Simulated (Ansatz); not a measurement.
# Gap against volume in H11RhC6NClO2 (P-1) (88 atoms)

The cell holds 88 atoms: 44 H, 4 Rh, 24 C, 4 N, 4 Cl and 8 O. Cell: a = 14.331 Å, b = 7.450 Å, c = 10.743 Å, α = 79.2°, β = 76.7°, γ = 61.3°. It derives from H11RhC6NClO2 (P-1), repeated 2×1×1. The starting structure: H11RhC6NClO2, space group P-1, structure from the Crystallography Open Database, 2 x 1 x 1 conventional cells; every coordinate displaced by a Gaussian of 0.02 Å; bonds to H set to neutron lengths (C-H 1.089, N-H 1.015, O-H 0.983, B-H 1.19 Å) where the listed ones are shorter.

Calculated with Ansatz 0.2.0: Kohn-Sham DFT, PBE+D3(BJ), PAW (set soft_2), plane waves; cutoff 420 eV, k-mesh 1×2×1, gaussian smearing of 0.025 eV. The relaxed cell was scaled evenly and the atoms were relaxed at each volume. The gap is that between the highest filled and the lowest empty Kohn-Sham level on the run's k-points.

```
volume (Å³/atom)  gap (eV)
          9.9726               2.825
          10.416                   ?
          10.748               2.870
          11.081               2.886
          11.413               2.901
          11.746               2.913
```

Task: Fit a straight line in ln V to the rows given and interpolate to the withheld row.

**Working.**

A volume deformation potential makes the spacing linear in u = ln(V/V0), with V0 = 11.081 Å³ the relaxed volume; v is the spacing.

| u = ln(V/V0) | v (eV) |
| --- | --- |
| -0.105360 | 2.8253 |
| -0.0304602 | 2.8698 |
| 0 | 2.8859 |
| 0.0295595 | 2.9015 |
| 0.0582681 | 2.9134 |

With n = 5: mean u = -0.00959859, mean v = 2.87918, Σ(u − ū)² = 0.015837, Σ(u − ū)(v − v̄) = 0.0086162. Slope b = 0.0086162 / 0.015837 = 0.54406; intercept a = v̄ − b ū = 2.8844.

At the withheld volume u = -0.06188, and v = a + b u.

Prediction at 10.416: 2.851 eV. The run gave 2.851 eV, so the fit is high by 3.8e-5 eV (0.0013 % of the value).

The slope, +0.54 eV, says that the spacing widens on expansion. Among the rows given, the largest miss of the fit is at 11.746, by 0.0027 eV (3.1 % of the range of the table).

Limits: The table spans 16 % in volume, wide for a linear law. Semilocal functionals tend to put gaps under measured ones. The mesh needn't hold the band edges. The main run has no spin polarisation, so moments on Rh can't form in it, and no Hubbard term.

[Logs are printed without paths, hosts, clocks, repeated set-up lines and the standing remarks that a program may print on its own settings, such as how far it seeks lower states.]

[Hosts, paths, dates, database ids (printed as entryN), source tags and the programs' standing remarks are cut or masked in the printed files.]
